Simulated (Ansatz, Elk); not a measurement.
# HfMg6Tl: X-ray structure factors from the self-consistent density

Structure refinements treat a crystal as free atoms side by side. For a made-up structure of HfMg6Tl (cell and positions from a PBEsol relaxation) the runs below show what the calculated density changes in F(hkl).

Calculated with Elk 11.2.3 (patched build); DFT, PBE, all-electron APW+lo, Dirac cores, scalar-relativistic bands, static density, no spin.

This account leaves out most program logs.

The structure was built from a prototype and need not be the compound's stable phase.

### Step 1. The structure

Symmetry: Amm2, No. 38, orthorhombic system. The conventional cell has a = 4.985 Å, b = 6.323 Å, c = 11.151 Å, α = 90.00°, β = 90.00°, γ = 90.00°. Tl has 2 Hf at 3.01 Å and 10 Mg at 3.15 to 3.26 Å nearest. Hf has 2 Tl at 3.01 Å and 10 Mg at 3.12 to 3.21 Å nearest. Nearest to Mg lie 10 Mg at 3.06 to 3.24 Å and 2 Tl at 3.16 Å. Nearest to Mg lie 8 Mg at 3.04 to 3.24 Å and 2 Hf at 3.12 Å and 2 Tl at 3.15 to 3.26 Å. Nearest to Mg lie 10 Mg at 3.06 to 3.25 Å and 2 Hf at 3.16 Å. Nearest to Mg lie 8 Mg at 3.04 to 3.25 Å and 2 Tl at 3.16 Å and 2 Hf at 3.20 to 3.21 Å. Farther neighbours are not listed.

### Step 2. Ground state and structure factors

An all-electron density is needed, since X-rays see the cores too. Task 0 finds the density and task 195 Fourier-transforms it; tshift is off so that phases refer to the origin typed.

The input, elk.in:

```
tasks
  0
  195

xctype
  20

spinpol
  .false.

rgkmax
  7.0

gmaxvr
  14.0

lmaxo
  7

lmaxapw
  8

swidth
  0.002

tshift
  .false.

ramdisk
  .false.

hmaxvr
  5.5

maxscl
  120

epspot
  1e-06

sppath
  './'

avec
  9.42010051989 0.00000000000 0.00000000000
  0.00000000000 5.97398799490 10.53662867330
  0.00000000000 -5.97398799490 10.53662867330

atoms
  3
  'Tl.in'
  1
  0.5000000000 0.6727935207 0.6727935207   0.000000 0.000000 0.000000
  'Hf.in'
  1
  -0.0000000000 0.8243658330 0.8243658330   0.000000 0.000000 0.000000
  'Mg.in'
  6
  0.5000000000 0.1732238938 0.1732238938   0.000000 0.000000 0.000000
  0.5000000000 0.6733330880 0.1639013648   0.000000 0.000000 0.000000
  0.5000000000 0.1639013648 0.6733330880   0.000000 0.000000 0.000000
  -0.0000000000 0.3320209280 0.3320209280   0.000000 0.000000 0.000000
  0.0000000000 0.8313217419 0.3194396297   0.000000 0.000000 0.000000
  -0.0000000000 0.3194396297 0.8313217419   0.000000 0.000000 0.000000

ngridk
  5 4 4
```

Started as:

```console
$ OMP_NUM_THREADS=4 elk
```

It took 2.2 min on 4 threads of Arm Neoverse V1, shared host; peak memory 0.34 GiB; 7 min of CPU time.

SFACRHO.OUT:

```text

h k l indices transformed by vhmat matrix:
   1.000000000       0.000000000       0.000000000    
   0.000000000       1.000000000       0.000000000    
   0.000000000       0.000000000       1.000000000    

      h      k      l  multipl.   |H|            Re(F)            Im(F)           |F|

      0      0      0      1   0.0000000       225.00000     -0.57951663E-16   225.00000    
      0      1      1      1  0.59631838      -72.446961       7.4139312       72.825329    
      0     -1     -1      1  0.59631838      -72.446961      -7.4139312       72.825329    
      0     -1      0      2  0.60452232      -4.2654859       110.77192       110.85402    
      0      0      1      2  0.60452232      -4.2654859      -110.77192       110.85402    
      1      0      0      2  0.66699769      -8.7832414      0.58501999E-13   8.7832414    
     -1      1      1      2  0.89469633       4.8252630      -97.591768       97.710984    
     -1     -1     -1      2  0.89469633       4.8252630       97.591768       97.710984    
      1      0     -1      4  0.90018507       54.763978      -7.7183773       55.305213    
     -1      1      0      4  0.90018507       54.763978       7.7183773       55.305213    
      0      1      2      2   1.0376119       9.3960177       17.799324       20.127123    
      0     -1     -2      2   1.0376119       9.3960177      -17.799324       20.127123    
      0      1     -1      2   1.0517573       117.09394      0.56573690E-14   117.09394    
      0      2      2      1   1.1926368      -64.995170      -5.8631589       65.259089    
      0     -2     -2      1   1.1926368      -64.995170       5.8631589       65.259089    
      0      2      0      2   1.2090446      -105.88727       8.7049363       106.24448    
      0     -2      0      2   1.2090446      -105.88727      -8.7049363       106.24448    
     -1     -1     -2      4   1.2335009      -112.39240      -4.4043374       112.47866
```

Elk indexes on the primitive cell of elk.in and gives |H| = 4π sin θ/λ in inverse bohr. Below, one row stands for each form hkl of the conventional cell (m members, Friedel mates merged), F is for one primitive cell and the density is static (no thermal factor). Free-atom factors are Waasmaier and Kirfel's, and R is Σm||F|−|F'||/Σm|F|.

| hkl | m | sin θ/λ (Å⁻¹) | abs F, DFT | neutral atoms | diff. | abs of complex diff. |
| --- | --- | --- | --- | --- | --- | --- |
| 002 | 2 | 0.090 | 72.825 | 72.832 | -0.007 | 0.179 |
| 011 | 4 | 0.091 | 110.854 | 110.834 | +0.020 | 0.081 |
| 100 | 2 | 0.100 | 8.783 | 8.994 | -0.211 | 0.211 |
| 102 | 4 | 0.135 | 97.711 | 97.730 | -0.019 | 0.019 |
| 111 | 8 | 0.135 | 55.305 | 55.306 | -0.000 | 0.041 |
| 013 | 4 | 0.156 | 20.127 | 20.055 | +0.072 | 0.231 |
| 020 | 2 | 0.158 | 117.094 | 117.334 | -0.240 | 0.240 |
| 004 | 2 | 0.179 | 65.259 | 65.450 | -0.191 | 0.283 |
| 022 | 4 | 0.182 | 106.244 | 106.568 | -0.324 | 0.393 |
| 113 | 8 | 0.185 | 112.478 | 112.710 | -0.232 | 0.232 |
| 120 | 4 | 0.187 | 8.323 | 8.130 | +0.193 | 0.193 |
| 200 | 2 | 0.201 | 181.065 | 181.972 | -0.907 | 0.907 |
| 104 | 4 | 0.205 | 168.568 | 169.366 | -0.798 | 0.799 |
| 122 | 8 | 0.208 | 147.308 | 148.002 | -0.694 | 0.694 |
| 202 | 4 | 0.220 | 64.045 | 64.160 | -0.116 | 0.119 |
| 211 | 8 | 0.220 | 97.548 | 97.714 | -0.165 | 0.167 |
| 015 | 4 | 0.238 | 76.955 | 77.090 | -0.135 | 0.136 |
| 024 | 4 | 0.239 | 35.444 | 35.567 | -0.123 | 0.134 |

### Step 3. The highest occupied states alone

An energy window below the Fermi level keeps the highest occupied states, to see at which angles they scatter; shallow core shells can lie inside it and anion s states outside. No new self-consistency is needed.

Changes to elk.in since step 2:

```diff
@@ -1,3 +1,2 @@
 tasks
-  0
   195
@@ -40,2 +39,5 @@
 
+wsfac
+  -0.259670 0.481330
+
 sppath
```

Started as:

```console
$ OMP_NUM_THREADS=4 elk
```

Wall time 31 s (4 threads); peak memory 0.21 GiB; 38 s of CPU time.

States within 12 eV below the Fermi level hold 29.00 electrons; any levels below the window count with the cores. Their amplitudes can exceed the total, where window and core parts have opposite phase:

| hkl | sin θ/λ (Å⁻¹) | abs F, window | abs F, all |
| --- | --- | --- | --- |
| 002 | 0.090 | 8.939 | 72.825 |
| 011 | 0.091 | 10.155 | 110.854 |
| 100 | 0.100 | 7.788 | 8.783 |
| 102 | 0.135 | 8.142 | 97.711 |
| 111 | 0.135 | 7.483 | 55.305 |
| 013 | 0.156 | 6.731 | 20.127 |
| 020 | 0.158 | 7.216 | 117.094 |
| 004 | 0.179 | 5.986 | 65.259 |
| 022 | 0.182 | 6.042 | 106.244 |
| 113 | 0.185 | 6.003 | 112.478 |

### Step 4. Another functional

The difference from free atoms is small, so it is set against the change that PBEsol makes.

Changes to elk.in since step 3:

```diff
@@ -1,2 +1,3 @@
 tasks
+  0
   195
@@ -4,3 +5,3 @@
 xctype
-  20
+  22
 
@@ -39,5 +40,2 @@
 
-wsfac
-  -0.259670 0.481330
-
 sppath
```

Started as:

```console
$ OMP_NUM_THREADS=4 elk
```

Wall time 2.1 min (4 threads); peak memory 0.34 GiB.

Against the first run R = 0.01 %; the largest change is -0.042 at 040.

### Step 5. A coarser k-mesh

About half the k-points along each axis test the sampling.

Changes to elk.in since step 4:

```diff
@@ -5,3 +5,3 @@
 xctype
-  22
+  20
 
@@ -66,2 +66,2 @@
 ngridk
-  5 4 4
+  2 2 2
```

Started as:

```console
$ OMP_NUM_THREADS=4 elk
```

It took 62 s on 4 threads; peak memory 0.33 GiB.

Against the first run R = 0.01 %; the largest change is -0.183 at 200.

### Step 6. Settings against the effect

| run | R against the first run (%) | R against neutral atoms, low angle (%) | wall time |
| --- | --- | --- | --- |
| PBE, rgkmax 7 | 0.00 | 0.23 | 2.2 min |
| PBEsol | 0.01 | 0.24 | 2.1 min |
| k-mesh 2×2×2 | 0.01 | 0.23 | 62 s |

### Step 7. Outcome

| Quantity | Value |
| --- | --- |
| R against neutral atoms, sin θ/λ < 0.3 Å⁻¹ | 0.23 % |
| R against neutral atoms, 0.3 to 0.53 Å⁻¹ | 0.07 % |

In words: Independent neutral atoms miss the calculated amplitudes by R = 0.23 % below 0.3 Å⁻¹ and 0.07 % from there to 0.53 Å⁻¹; by shells, 0.04 % below 0.15 Å⁻¹ (5 forms), 0.26 % 0.15 to 0.3 (25 forms), 0.07 % 0.3 to 0.45 (66 forms), 0.08 % above 0.45 (53 forms). Bonding, aspherical density and the tables' own atoms all enter these figures, and the runs don't part them. The largest change of an amplitude is -0.91 electrons, at 200. R counts amplitudes alone; phases shift too. The window's part falls from 29.0 electrons at the origin to at most 0.30 between 0.45 and 0.53 Å⁻¹. The window holds more than the 19 outer electrons of the free atoms, so shallow core shells lie inside it. Below 0.3 Å⁻¹ the changes that finished (PBEsol and k-mesh 2×2×2) move F by R = 0.02 % at most, against the 0.23 % that separates it from free atoms. The basis has no finished test. Spin-orbit coupling is left out, which can matter for elements this heavy. Part of the difference isn't bonding: the tables are fits to free atoms and ions calculated by other methods than this functional. Thermal motion, anomalous dispersion and extinction are left out.

[Logs are printed without paths, hosts, clocks, repeated set-up lines and the standing remarks that a program may print on its own settings, such as how far it seeks lower states.]

[Hosts, paths, dates, database ids (printed as entryN), source tags and the programs' standing remarks are cut or masked in the printed files.]
